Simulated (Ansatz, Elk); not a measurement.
# TaBr3: X-ray structure factors from the self-consistent density, part 2 of 2

The structure of TaBr3 used here is made up (a known structure type with other elements) and was relaxed beforehand with PBEsol. The aim is the Fourier transform of its all-electron density, F(hkl), set beside the sum over free spherical atoms that refinements use.

Elk 11.2.3 (patched build); all-electron DFT.

So far: The starting structure; Ground state and structure factors; The highest occupied states alone.

The structure was built from a prototype and need not be the compound's stable phase.

### Step 4. Another functional

Level of this step: DFT, LDA (Perdew-Wang), all-electron APW+lo, Dirac cores, scalar-relativistic bands, static density, no spin (Elk).

The difference from free atoms is small, so it is set against the change that LDA (Perdew-Wang) makes.

Contents of elk.in:

```
tasks
  0
  195

xctype
  3

spinpol
  .false.

rgkmax
  7.0

gmaxvr
  14.0

lmaxo
  7

lmaxapw
  8

swidth
  0.002

tshift
  .false.

ramdisk
  .false.

hmaxvr
  5.5

maxscl
  120

epspot
  1e-06

sppath
  './'

avec
  9.59556538249 0.00000000000 -0.00000000000
  0.00000000000 9.59556538249 0.00000000000
  -0.00000000000 0.00000000000 9.59556538249

atoms
  2
  'Ta.in'
  1
  -0.0000000000 0.0000000000 0.0000000000   0.000000 0.000000 0.000000
  'Br.in'
  3
  0.0000000000 0.0000000000 0.5000000000   0.000000 0.000000 0.000000
  0.0000000000 0.5000000000 -0.0000000000   0.000000 0.000000 0.000000
  0.5000000000 0.0000000000 -0.0000000000   0.000000 0.000000 0.000000

ngridk
  5 5 5
```

The run is started by

```console
OMP_NUM_THREADS=4 elk
```

Numbers of over 12 decimals in the logs are rounded to 6 here.

The log of the run:

```text
┌─────────────────────────┐
│ Elk code version 11.2.3 │
└─────────────────────────┘

All units are atomic (Hartree, Bohr, etc.)

┌─────────────────────────────────────────────────┐
│ Ground-state run starting from atomic densities │
└─────────────────────────────────────────────────┘

Lattice vectors :
   9.595565382       0.000000000      -0.000000000
   0.000000000       9.595565382       0.000000000
  -0.000000000       0.000000000       9.595565382

Reciprocal lattice vectors :
  0.6548009478      -0.000000000       0.000000000
[...]
valence                     :    78.00000000
 interstitial                :    8.273089863
 muffin-tins (core leakage)
  species : 1 (Ta)
[...]
species : 2 (Br)
[...]
atom 2                    :    32.92197486     (  0.9657194534E-04)
   atom 3                    :    32.92197486     (  0.9657194534E-04)
 total in muffin-tins        :    169.7269101
 total calculated charge     :    177.9992154
 total charge                :    178.0000000
 error                       :   0.7845525914E-03

┌──────────────────────────────┐
│ Self-consistent loop stopped │
└──────────────────────────────┘

Wrote STATE.OUT
[key lines of the parts left out:]
total energy                :     -23427.056810808
```

Elapsed: 15 s, on 4 threads of AMD EPYC 7B13 (Zen 3), shared host; peak memory 0.2 GiB; 31 s of CPU time.

Against the first run R = 0.04 %; the largest change is -0.049 at 440.

### Step 5. Basis size

The basis and the expansions that go with it are enlarged, to see whether the differences are converged.

Changes to elk.in since step 4:

```diff
@@ -5,3 +5,3 @@
 xctype
-  3
+  20
 
@@ -11,12 +11,12 @@
 rgkmax
-  7.0
+  8.5
 
 gmaxvr
-  14.0
+  18.0
 
 lmaxo
-  7
+  9
 
 lmaxapw
-  8
+  10
```

The run is started by

```console
OMP_NUM_THREADS=4 elk
```

The log of the run:

```text
┌─────────────────────────┐
│ Elk code version 11.2.3 │
└─────────────────────────┘

All units are atomic (Hartree, Bohr, etc.)

┌─────────────────────────────────────────────────┐
│ Ground-state run starting from atomic densities │
└─────────────────────────────────────────────────┘

Lattice vectors :
   9.595565382       0.000000000      -0.000000000
   0.000000000       9.595565382       0.000000000
  -0.000000000       0.000000000       9.595565382

Reciprocal lattice vectors :
  0.6548009478      -0.000000000       0.000000000
[...]
muffin-tins (core leakage)
  species : 1 (Ta)
[...]
species : 2 (Br)
[...]
atom 2                    :    32.93866755     (  0.1004620022E-03)
   atom 3                    :    32.93866755     (  0.1004620022E-03)
 total in muffin-tins        :    169.7554476
 total calculated charge     :    177.9997921
 total charge                :    178.0000000
 error                       :   0.2079239320E-03

┌──────────────────────────────┐
│ Self-consistent loop stopped │
└──────────────────────────────┘

Warning : core states of species 2 leak from the muffin-tin :   0.1004620022E-03

Wrote STATE.OUT
[key lines of the parts left out:]
total energy                :     -23446.118705487
```

Elapsed: 50 s, on 4 threads; peak memory 0.48 GiB; 99 s of CPU time.

Against the first run R = 0.01 %; the largest change is -0.014 at 422.

### Step 6. Basis size

A smaller basis shows how fast F responds to it; the change is likely larger than the basis error of the first run, but doesn't show convergence.

Changes to elk.in since step 5:

```diff
@@ -11,12 +11,12 @@
 rgkmax
-  8.5
+  5.5
 
 gmaxvr
-  18.0
+  14.0
 
 lmaxo
-  9
+  7
 
 lmaxapw
-  10
+  8
```

The run is started by

```console
OMP_NUM_THREADS=4 elk
```

The log of the run:

```text
┌─────────────────────────┐
│ Elk code version 11.2.3 │
└─────────────────────────┘

All units are atomic (Hartree, Bohr, etc.)

┌─────────────────────────────────────────────────┐
│ Ground-state run starting from atomic densities │
└─────────────────────────────────────────────────┘

Lattice vectors :
   9.595565382       0.000000000      -0.000000000
   0.000000000       9.595565382       0.000000000
  -0.000000000       0.000000000       9.595565382

Reciprocal lattice vectors :
  0.6548009478      -0.000000000       0.000000000
[...]
muffin-tins (core leakage)
  species : 1 (Ta)
[...]
species : 2 (Br)
[...]
atom 2                    :    32.88884735     (  0.1004511241E-03)
   atom 3                    :    32.88884735     (  0.1004511241E-03)
 total in muffin-tins        :    169.5461464
 total calculated charge     :    177.9995040
 total charge                :    178.0000000
 error                       :   0.4960199160E-03

┌──────────────────────────────┐
│ Self-consistent loop stopped │
└──────────────────────────────┘

Warning : core states of species 2 leak from the muffin-tin :   0.1004511241E-03

Wrote STATE.OUT
[key lines of the parts left out:]
total energy                :     -23445.992593933
```

Run time: 19 s. Hardware: 4 threads; peak memory 0.25 GiB.

Against the first run R = 0.02 %; the largest change is -0.065 at 200.

### Step 7. Settings against the effect

```tsv
run	R against the first run (%)	R against neutral atoms, low angle (%)	wall time
PBE, rgkmax 7	0.00	0.22	22 s
LDA (Perdew-Wang)	0.04	0.22	15 s
rgkmax 8.5 with larger expansions	0.01	0.22	50 s
rgkmax 5.5	0.02	0.22	19 s
```

### Step 8. Results

| Item | Value |
| --- | --- |
| R against neutral atoms, sin θ/λ < 0.3 Å⁻¹ | 0.22 % |
| R against neutral atoms, 0.3 to 0.82 Å⁻¹ | 0.19 % |

What this shows: Independent neutral atoms miss the calculated amplitudes by R = 0.22 % below 0.3 Å⁻¹ and 0.19 % from there to 0.82 Å⁻¹; by shells, 0.17 % below 0.15 Å⁻¹ (2 forms), 0.23 % 0.15 to 0.3 (7 forms), 0.15 % 0.3 to 0.45 (12 forms), 0.19 % above 0.45 (70 forms). Bonding, aspherical density and the tables' own atoms all enter these figures, and the runs don't part them. The largest change of an amplitude is +0.29 electrons, at 111. The window's part falls from 20.0 electrons at the origin to at most 0.36 between 0.45 and 0.82 Å⁻¹. Below 0.3 Å⁻¹ the changes that finished (LDA (Perdew-Wang), rgkmax 8.5 with larger expansions and rgkmax 5.5) move F by R = 0.03 % at most, against the 0.22 % that separates it from free atoms. The k-mesh has no finished test. Spin-orbit coupling is left out, which can matter for elements this heavy. Part of the difference isn't bonding: the tables are fits to free atoms and ions calculated by other methods than this functional. Thermal motion, anomalous dispersion and extinction are left out.

[Logs are printed without paths, hosts, clocks, repeated set-up lines and the standing remarks that a program may print on its own settings, such as how far it seeks lower states.]

[Hosts, paths, dates, database ids (printed as entryN), source tags and the programs' standing remarks are cut or masked in the printed files.]
